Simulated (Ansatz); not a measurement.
# In6WO12 (R-3): the host for defect calculations, part 4 of 4

Before any defect goes in: In6WO12 (R-3) at rest, and how it screens a charge.

Ansatz 0.2.0; plane-wave PAW DFT, PBEsol; relaxation of the host's cell and atoms (the session's first sound run).

So far. Step 3 (Dielectric tensors of the host): The principal values of the electronic dielectric tensor are 5.24, 5.58 and 5.58. The principal values of the static dielectric tensor are 19.21, 50.41 and 50.41.

### Step 7. Defect free supercell relaxed from displaced atoms

This step: plane-wave PAW DFT, PBEsol; relaxation of the defect-free supercell from random displacements, a test of the host's stability (Ansatz 0.2.0).

pristine.rattled/input.yaml

```yaml
crystal:
  lattice:
    - [9.519876515, 0.0, 0.0]
    - [-4.7599382575, 8.2444549029, 4.6e-08]
    - [0.0, -4.99e-08, 8.9494161692]
  atoms:
    - { symbol: In, position: [0.1170731738, 0.4170090831, 0.0224646665] }
    - { symbol: In, position: [0.4504065071, 0.0836757498, 0.6891313332] }
    - { symbol: In, position: [0.7837398405, 0.7503424164, 0.3557979998] }
    - { symbol: In, position: [0.2999359093, 0.8829268262, 0.0224646665] }
    - { symbol: In, position: [0.6332692426, 0.5495934929, 0.6891313332] }
    - { symbol: In, position: [0.966602576, 0.2162601595, 0.3557979998] }
    - { symbol: In, position: [0.2496575836, 0.033397424, 0.3557979998] }
    - { symbol: In, position: [0.5829909169, 0.7000640907, 0.0224646665] }
    - { symbol: In, position: [0.9163242502, 0.3667307574, 0.6891313332] }
    - { symbol: In, position: [0.2162601595, 0.2496575836, 0.6442020002] }
    - { symbol: In, position: [0.5495934929, 0.9163242502, 0.3108686668] }
    - { symbol: In, position: [0.8829268262, 0.5829909169, 0.9775353335] }
    - { symbol: In, position: [0.033397424, 0.7837398405, 0.6442020002] }
    - { symbol: In, position: [0.3667307574, 0.4504065071, 0.3108686668] }
    - { symbol: In, position: [0.7000640907, 0.1170731738, 0.9775353335] }
    - { symbol: In, position: [0.0836757498, 0.6332692426, 0.3108686668] }
    - { symbol: In, position: [0.4170090831, 0.2999359093, 0.9775353335] }
    - { symbol: In, position: [0.7503424164, 0.966602576, 0.6442020002] }
    - { symbol: W, position: [0.0, 0.0, 0.0] }
    - { symbol: W, position: [0.3333333333, 0.6666666667, 0.6666666667] }
    - { symbol: W, position: [0.6666666667, 0.3333333333, 0.3333333333] }
    - { symbol: O, position: [0.1339617331, 0.4478814076, 0.2718562262] }
    - { symbol: O, position: [0.4672950664, 0.1145480743, 0.9385228929] }
    - { symbol: O, position: [0.8006283997, 0.781214741, 0.6051895596] }
    - { symbol: O, position: [0.3139196746, 0.8660382669, 0.2718562262] }
    - { symbol: O, position: [0.6472530079, 0.5327049336, 0.9385228929] }
    - { symbol: O, position: [0.9805863412, 0.1993716003, 0.6051895596] }
    - { symbol: O, position: [0.218785259, 0.0194136588, 0.6051895596] }
    - { symbol: O, position: [0.5521185924, 0.6860803254, 0.2718562262] }
    - { symbol: O, position: [0.8854519257, 0.3527469921, 0.9385228929] }
    - { symbol: O, position: [0.1993716003, 0.218785259, 0.3948104404] }
    - { symbol: O, position: [0.5327049336, 0.8854519257, 0.0614771071] }
    - { symbol: O, position: [0.8660382669, 0.5521185924, 0.7281437738] }
    - { symbol: O, position: [0.0194136588, 0.8006283997, 0.3948104404] }
    - { symbol: O, position: [0.3527469921, 0.4672950664, 0.0614771071] }
    - { symbol: O, position: [0.6860803254, 0.1339617331, 0.7281437738] }
    - { symbol: O, position: [0.1145480743, 0.6472530079, 0.0614771071] }
    - { symbol: O, position: [0.4478814076, 0.3139196746, 0.7281437738] }
    - { symbol: O, position: [0.781214741, 0.9805863412, 0.3948104404] }
    - { symbol: O, position: [0.1733152728, 0.4902681715, 0.7856285023] }
    - { symbol: O, position: [0.5066486061, 0.1569348382, 0.452295169] }
    - { symbol: O, position: [0.8399819394, 0.8236015049, 0.1189618357] }
    - { symbol: O, position: [0.1569348382, 0.6502862321, 0.547704831] }
    - { symbol: O, position: [0.4902681715, 0.3169528988, 0.2143714977] }
    - { symbol: O, position: [0.8236015049, 0.9836195654, 0.8810381643] }
    - { symbol: O, position: [0.0163804346, 0.8399819394, 0.8810381643] }
    - { symbol: O, position: [0.3497137679, 0.5066486061, 0.547704831] }
    - { symbol: O, position: [0.6830471012, 0.1733152728, 0.2143714977] }
    - { symbol: O, position: [0.1600180606, 0.1763984951, 0.8810381643] }
    - { symbol: O, position: [0.4933513939, 0.8430651618, 0.547704831] }
    - { symbol: O, position: [0.8266847272, 0.5097318285, 0.2143714977] }
    - { symbol: O, position: [0.1763984951, 0.0163804346, 0.1189618357] }
    - { symbol: O, position: [0.5097318285, 0.6830471012, 0.7856285023] }
    - { symbol: O, position: [0.8430651618, 0.3497137679, 0.452295169] }
    - { symbol: O, position: [0.3169528988, 0.8266847272, 0.7856285023] }
    - { symbol: O, position: [0.6502862321, 0.4933513939, 0.452295169] }
    - { symbol: O, position: [0.9836195654, 0.1600180606, 0.1189618357] }
basis:
  ecutwfc: 420
  xc_grid: 2
hamiltonian:
  xc: pbesol
kpoints:
  mp_grid: { grid: [1, 1, 1], shift: [0.25, 0.25, 0.25] }
scf:
  occupations: { method: fermi_dirac, width: 0.01 }
  max_iter: 80
output:
  forces: true
relax:
  f_tol: 0.01
  max_steps: 120
  random_displacement: { amplitude: 0.08, seed: 7614 }
checkpoint:
  write: "../pristine.rattled.run"
  compress: false
  write_wavefunctions: false
  write_every: 100000
```

Launch:

```
$ ansatz run input.yaml --threads 4 --pin off --max-ram 7536MiB --backend cpu --events-out ev --progress --plain --runs-dir out
```

Numbers of over 12 decimals in the logs are rounded to 6 here.

Output:

```text
[...]
Crystal: 57 atoms, lattice volume = 702.406 Å³
Basis set: ecut = 420 eV, 13709 PW (Γ), exchange–correlation on 128×128×120 points (8 copies of the dense FFT grid, shifted against one another)
Bands: 303, of which v1, the nominal top of the filled ones, is band 246 counted from 1 (245 counted from 0)
Symmetry: 1 space group operations
k-points: 1
[...]
SCF iter   1: F=—  HF=-150422.868609 eV  |F-HF|=—  |Δ(HF+E_count)|=         —  Δρ=1.66e-2  dr2=1.58e0  ethr=1.77e-3  ⟨swp⟩=6.0  Hψ=1135  notcnv=0
[...]
SCF iter   8: F=-150422.458219 eV  HF=-150422.458218 eV  |F-HF|=6.87e-7  |Δ(HF+E_count)|=   3.65e-6  Δρ=1.76e-5  dr2=2.11e-6  ethr=5.08e-10  ⟨swp⟩=3.0  Hψ=1035  notcnv=0
SCF 1 converged in 8 iterations: F = -150422.458219 eV  dr2 = 2.11e-6
[...]
relax step   1: F+E_penalty+E_count = -150422.45821885 eV  Δ(F+E_penalty+E_count) = +0.000e0 eV  max|allowed force component| = 2.728e0 eV/Å  Δτ_max = 0.0000 Å  (8 SCF iters, dr2 threshold 2.50e-6 eV, accepted)
[...]
relax step   2: F+E_penalty+E_count = -150424.50805331 eV  Δ(F+E_penalty+E_count) = -2.050e0 eV  max|allowed force component| = 8.141e-1 eV/Å  Δτ_max = 0.1487 Å  (7 SCF iters, dr2 threshold 1.00e-4 eV, accepted)
relax step   3: F+E_penalty+E_count = -150425.02061225 eV  Δ(F+E_penalty+E_count) = -5.126e-1 eV  max|allowed force component| = 5.730e-2 eV/Å  Δτ_max = 0.1029 Å  (7 SCF iters, dr2 threshold 4.14e-5 eV, accepted)
relax step   4: F+E_penalty+E_count = -150425.02301906 eV  Δ(F+E_penalty+E_count) = -2.407e-3 eV  max|allowed force component| = 2.536e-2 eV/Å  Δτ_max = 0.0153 Å  (7 SCF iters, dr2 threshold 2.05e-7 eV, accepted)
relax step   5: F+E_penalty+E_count = -150425.02335824 eV  Δ(F+E_penalty+E_count) = -3.392e-4 eV  max|allowed force component| = 1.590e-2 eV/Å  Δτ_max = 0.0077 Å  (7 SCF iters, accepted)
relax step   6: F+E_penalty+E_count = -150425.02346608 eV  Δ(F+E_penalty+E_count) = -1.078e-4 eV  max|allowed force component| = 1.202e-2 eV/Å  Δτ_max = 0.0029 Å  (6 SCF iters, accepted)
SCF iter   1: F=—  HF=-150425.022864 eV  |F-HF|=—  |Δ(HF+E_count)|=         —  Δρ=1.80e-4  dr2=1.45e-4  ethr=2.66e-7  ⟨swp⟩=2.0  Hψ=601  notcnv=0  defer=47
[...]
SCF iter   6: F=-150425.023544 eV  HF=-150425.023544 eV  |F-HF|=2.07e-8  |Δ(HF+E_count)|=   5.70e-9  Δρ=2.22e-6  dr2=3.30e-8  ethr=2.03e-11  ⟨swp⟩=4.0  Hψ=820  notcnv=0
SCF 7 converged in 6 iterations: F = -150425.023544 eV  dr2 = 3.30e-8
relax step   7: F+E_penalty+E_count = -150425.02354377 eV  Δ(F+E_penalty+E_count) = -7.769e-5 eV  max|allowed force component| = 5.399e-3 eV/Å  Δτ_max = 0.0018 Å  (6 SCF iters, accepted)
SCF converged after 6 iterations
Free energy (F): -150425.023544 eV
[...]
Internal energy: -150425.023544 eV  (E = F + TS)
E sigma→0 (E₀):  -150425.023544 eV
Fermi energy:    10.512484 eV
[...]
--- Forces (eV/Å), atoms counted from 1 ---
  atom   1  In     0.00159322     0.00017745     0.00159639
  atom   2  In    -0.00184014    -0.00196203     0.00151688
  atom   3  In    -0.00047512     0.00244647    -0.00069614
  atom   4  In    -0.00018179    -0.00094636    -0.00030409
  atom   5  In    -0.00053333     0.00105348     0.00117445
  atom   6  In     0.00446717     0.00052721    -0.00179285
  atom   7  In    -0.00175232    -0.00058170    -0.00182309
  atom   8  In     0.00060220     0.00234013    -0.00119426
  atom   9  In     0.00303851     0.00366488    -0.00055232
  atom  10  In     0.00013521     0.00025387    -0.00071982
  atom  11  In    -0.00010357    -0.00328192    -0.00103146
  atom  12  In     0.00060636     0.00229041    -0.00089964
  atom  13  In     0.00030843     0.00082555     0.00018966
  atom  14  In    -0.00430543     0.00074610     0.00057846
  atom  15  In     0.00054783    -0.00222183     0.00016623
  atom  16  In     0.00210032     0.00048410     0.00146029
  atom  17  In    -0.00278014    -0.00170021     0.00074164
  atom  18  In    -0.00110496    -0.00402158     0.00151006
  atom  19  W      0.00120483     0.00035445     0.00015168
  atom  20  W     -0.00005242    -0.00041656     0.00029473
  atom  21  W     -0.00120604     0.00040290    -0.00034355
  atom  22  O     -0.00098722     0.00008993    -0.00011916
  atom  23  O      0.00065187     0.00172460    -0.00011541
  atom  24  O     -0.00097274    -0.00034025    -0.00132283
  atom  25  O      0.00126886     0.00149671    -0.00148845
  atom  26  O      0.00190272    -0.00013055    -0.00135655
  atom  27  O     -0.00122067     0.00145019    -0.00169788
  atom  28  O      0.00049537     0.00306810     0.00117032
  atom  29  O      0.00015186     0.00265244     0.00247538
  atom  30  O     -0.00211964     0.00137698     0.00185543
  atom  31  O      0.00008069    -0.00059803     0.00069658
  atom  32  O      0.00077631     0.00133073     0.00096683
  atom  33  O      0.00024122    -0.00216274    -0.00013503
  atom  34  O     -0.00131075    -0.00133611     0.00165391
  atom  35  O      0.00019621    -0.00165687     0.00236123
  atom  36  O     -0.00090525    -0.00004841     0.00051116
  atom  37  O     -0.00079988    -0.00296559    -0.00131087
  atom  38  O      0.00225303    -0.00216639    -0.00239342
  atom  39  O      0.00009007    -0.00185658    -0.00170178
  atom  40  O     -0.00273764    -0.00488767     0.00426077
[...]
atom  46  O     -0.00107398     0.00122556     0.00140908
  atom  47  O     -0.00047196     0.00286756     0.00324213
  atom  48  O     -0.00005278     0.00312992     0.00244085
  atom  49  O      0.00127493     0.00251534    -0.00314138
  atom  50  O      0.00195757     0.00539894    -0.00380599
  atom  51  O     -0.00070861     0.00102754    -0.00151551
  atom  52  O      0.00075366    -0.00089327     0.00000855
  atom  53  O      0.00128244    -0.00223919     0.00067075
  atom  54  O     -0.00121746    -0.00144648    -0.00059952
  atom  55  O      0.00102472    -0.00204168    -0.00243813
  atom  56  O      0.00122307    -0.00319273    -0.00262411
  atom  57  O     -0.00070778    -0.00218651    -0.00193213
  max |Σ_I F_I| component: 8.70e-6 eV/Å
--- Relaxed structure (7 steps of the walk, 7 accepted, 0 SCFs on fresh bases) ---
  F+E_penalty+E_count = -150425.02354377 eV   max|allowed force component| = 5.399e-3 eV/Å
  atoms:
    - { symbol: In, position: [0.117378, 0.418173, 0.023874] }
    - { symbol: In, position: [0.450707, 0.084871, 0.690559] }
    - { symbol: In, position: [0.784030, 0.751511, 0.357255] }
    - { symbol: In, position: [0.300934, 0.883931, 0.023939] }
    - { symbol: In, position: [0.634288, 0.550609, 0.690602] }
    - { symbol: In, position: [0.967610, 0.217270, 0.357298] }
    - { symbol: In, position: [0.250015, 0.034000, 0.357361] }
    - { symbol: In, position: [0.583333, 0.700677, 0.023996] }
    - { symbol: In, position: [0.916630, 0.367299, 0.690670] }
    - { symbol: In, position: [0.216901, 0.250473, 0.645405] }
    - { symbol: In, position: [0.550237, 0.917143, 0.312054] }
    - { symbol: In, position: [0.883568, 0.583769, 0.978715] }
    - { symbol: In, position: [0.033339, 0.784712, 0.645354] }
    - { symbol: In, position: [0.366682, 0.451375, 0.311993] }
    - { symbol: In, position: [0.699967, 0.118052, 0.978673] }
    - { symbol: In, position: [0.084250, 0.634630, 0.311929] }
    - { symbol: In, position: [0.417629, 0.301344, 0.978606] }
    - { symbol: In, position: [0.750958, 0.967993, 0.645294] }
    - { symbol: W, position: [0.000467, 0.000985, 0.001341] }
    - { symbol: W, position: [0.333802, 0.667660, 0.667950] }
    - { symbol: W, position: [0.667139, 0.334326, 0.334638] }
    - { symbol: O, position: [0.134261, 0.449102, 0.273569] }
    - { symbol: O, position: [0.467559, 0.115768, 0.940234] }
    - { symbol: O, position: [0.800951, 0.782458, 0.606937] }
    - { symbol: O, position: [0.314676, 0.867009, 0.273429] }
    - { symbol: O, position: [0.648038, 0.533719, 0.940084] }
    - { symbol: O, position: [0.981355, 0.200340, 0.606778] }
    - { symbol: O, position: [0.218913, 0.020308, 0.607185] }
    - { symbol: O, position: [0.552261, 0.686976, 0.273820] }
    - { symbol: O, position: [0.885607, 0.353624, 0.940482] }
    - { symbol: O, position: [0.200032, 0.219544, 0.395714] }
    - { symbol: O, position: [0.533326, 0.886199, 0.062359] }
    - { symbol: O, position: [0.866699, 0.552880, 0.729049] }
    - { symbol: O, position: [0.019587, 0.801622, 0.395863] }
    - { symbol: O, position: [0.352934, 0.468325, 0.062496] }
    - { symbol: O, position: [0.686237, 0.134938, 0.729208] }
    - { symbol: O, position: [0.115360, 0.648330, 0.062100] }
    - { symbol: O, position: [0.448675, 0.315028, 0.728800] }
    - { symbol: O, position: [0.782007, 0.981678, 0.395470] }
    - { symbol: O, position: [0.172950, 0.491637, 0.786971] }
    - { symbol: O, position: [0.506246, 0.158308, 0.453671] }
    - { symbol: O, position: [0.839582, 0.824983, 0.120366] }
    - { symbol: O, position: [0.158373, 0.653050, 0.548740] }
    - { symbol: O, position: [0.491730, 0.319776, 0.215419] }
    - { symbol: O, position: [0.825043, 0.986379, 0.882129] }
    - { symbol: O, position: [0.015550, 0.840462, 0.882205] }
    - { symbol: O, position: [0.348858, 0.507110, 0.548818] }
    - { symbol: O, position: [0.682134, 0.173765, 0.215497] }
    - { symbol: O, position: [0.161343, 0.177038, 0.882317] }
    - { symbol: O, position: [0.494668, 0.843664, 0.548934] }
    - { symbol: O, position: [0.828038, 0.510330, 0.215606] }
    - { symbol: O, position: [0.175884, 0.015567, 0.120549] }
    - { symbol: O, position: [0.509248, 0.682290, 0.787162] }
    - { symbol: O, position: [0.842551, 0.348892, 0.453855] }
    - { symbol: O, position: [0.318733, 0.828197, 0.787089] }
    - { symbol: O, position: [0.652109, 0.494879, 0.453778] }
    - { symbol: O, position: [0.985445, 0.161541, 0.120472] }
```

Wall time 70 s (4 threads of Arm Neoverse V1, shared host); peak memory 1.4 GiB; 4.5 min of CPU time.

The steps of the relaxation:

| step | energy less that of the first step (eV) | largest force component (eV/Å) |
| --- | --- | --- |
| 1 | 0.0000 | 2.7282 |
| 2 | -2.0498 | 0.8141 |
| 3 | -2.5624 | 0.0573 |
| 4 | -2.5648 | 0.0254 |
| 5 | -2.5651 | 0.0159 |
| 6 | -2.5652 | 0.0120 |
| 7 | -2.5653 | 0.0054 |

The atoms that moved most (Å, from the sites as typed, ahead of the random displacement, the mean shift of all atoms taken out):

```
atom      dx      dy      dz  length
 O44   0.001   0.015  -0.002   0.015
 O54  -0.001  -0.015   0.002   0.015
 O52  -0.001  -0.015   0.002   0.015
 O43   0.001   0.015  -0.002   0.015
 O45   0.001   0.015  -0.002   0.015
 O53  -0.001  -0.014   0.002   0.015
 O48  -0.011  -0.004  -0.002   0.012
 O57   0.010   0.004   0.002   0.011
```

The relaxation ends 45 meV an atom lower than the displaced start, with a largest force component of 0.0054 eV/Å.

### Step 8. Outcome

| Item | Value |
| --- | --- |
| primitive cell vectors, lengths | 6.254, 6.254, 6.254 Å |
| electronic dielectric constant | principal values (5.24, 5.58, 5.58) |
| static dielectric constant | principal values (19.21, 50.41, 50.41) |
| gap on the k-mesh of the response run (PBEsol) | 2.03 eV |
| supercell relaxed in its symmetry less the displaced and relaxed one | 0.000 eV |
| energy an atom at one point at (¼, ¼, ¼) less that on the dense mesh | 0.000 eV |

In words: Step 7: The energy fell by 2.565 eV from the randomly displaced start; against the sites as typed, O44 ends farthest off, by 0.02 Å, once the mean shift is taken out. The displaced cell ends within 0.01 eV of the symmetric one relaxed in its symmetry, so no lower structure shows in this supercell. The k-mesh can miss the band edges, so this gap is an upper bound at this level. All at zero temperature.

[Logs are printed without paths, hosts, clocks, repeated set-up lines and the standing remarks that a program may print on its own settings, such as how far it seeks lower states.]

[Hosts, paths, dates, database ids (printed as entryN), source tags and the programs' standing remarks are cut or masked in the printed files.]

[Runs of the host that timed out are not shown.]

[For some hosts the program warned that the k-mesh of the response run may be too coarse for force constants and the static dielectric constant; such warnings are not always shown.]

[The program warned that the k-mesh of a response run behind this text may be too coarse: force constants, and the static dielectric constant and all else formed from them, are not shown converged.]
